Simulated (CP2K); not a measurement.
Consider cyclobutanone at its PBE geometry (Å).

```xyz
11

O     2.2707   -0.3623   -0.5875
C     1.1169   -0.1650   -0.2680
C     0.0924    0.9308   -0.6065
C    -0.9745    0.1125    0.1857
C     0.1066   -0.9341    0.6000
H     0.3567    1.9048   -0.1706
H    -0.0818    1.0751   -1.6814
H    -1.4392    0.6491    1.0196
H    -1.7666   -0.3024   -0.4473
H     0.3780   -0.9337    1.6652
H    -0.0592   -1.9749    0.2908
```

Method: CP2K XAS_TDP, all-electron GAPW, PBEh(45%), aug-cc-pVDZ, TDA, GW2X-corrected core level, no relativity.

Predict the bright core excitations at the C K edge.

Leading lines: C2 288.25 eV, C3 290.09 eV and C4 290.01 eV. The leading line of an atom is its first one with 35 % of the strongest within 2.5 eV of its lowest line over the strength cut. Core ionisation energies at this level: C3 292.26, C4 292.27 and C2 295.07 eV.

The first six lines of each atom with a strength over 0.0015:

| atom | energy (eV) | states | strength, one atom | above the computed threshold |
| --- | --- | --- | --- | --- |
| C2 (bonded to 2 C and O) | 288.25 | 1 | 0.0681 |  |
|  | 293.94 | 1 | 0.0044 |  |
|  | 294.09 | 1 | 0.0053 |  |
|  | 294.94 | 1 | 0.0034 |  |
|  | 295.11 | 1 | 0.0211 | yes |
|  | 295.18 | 1 | 0.0024 | yes |
| C3 (bonded to 2 C and 2 H), 2 alike | 290.09 | 1 | 0.0077 |  |
|  | 290.72 | 1 | 0.0161 |  |
|  | 290.90 | 1 | 0.0172 |  |
|  | 291.88 | 1 | 0.0147 |  |
|  | 292.01 | 1 | 0.0057 |  |
|  | 292.14 | 1 | 0.0030 |  |
| C4 (bonded to 2 C and 2 H) | 289.44 | 1 | 0.0038 |  |
|  | 290.01 | 1 | 0.0075 |  |
|  | 290.84 | 1 | 0.0154 |  |
|  | 290.99 | 2 | 0.0110 |  |
|  | 291.90 | 1 | 0.0092 |  |
|  | 292.23 | 2 | 0.0089 |  |

Lines are vertical, at one geometry, with no vibrational structure. GW2X ionisation energies and lines can be off by 1 to 2 eV either way, and a good line position may hide errors that cancel. These values hold no scalar relativity, about 0.1 eV for C 1s. Rydberg lines, and the discretised continuum above threshold, depend on the basis and the box.

[Banner, clock and machine lines of the logs are left out without a mark of their own.]

[Logs are printed without paths, hosts, clocks, repeated set-up lines and the standing remarks that a program may print on its own settings, such as how far it seeks lower states.]

[Hosts, paths, dates, database ids (printed as entryN), source tags and the programs' standing remarks are cut or masked in the printed files.]
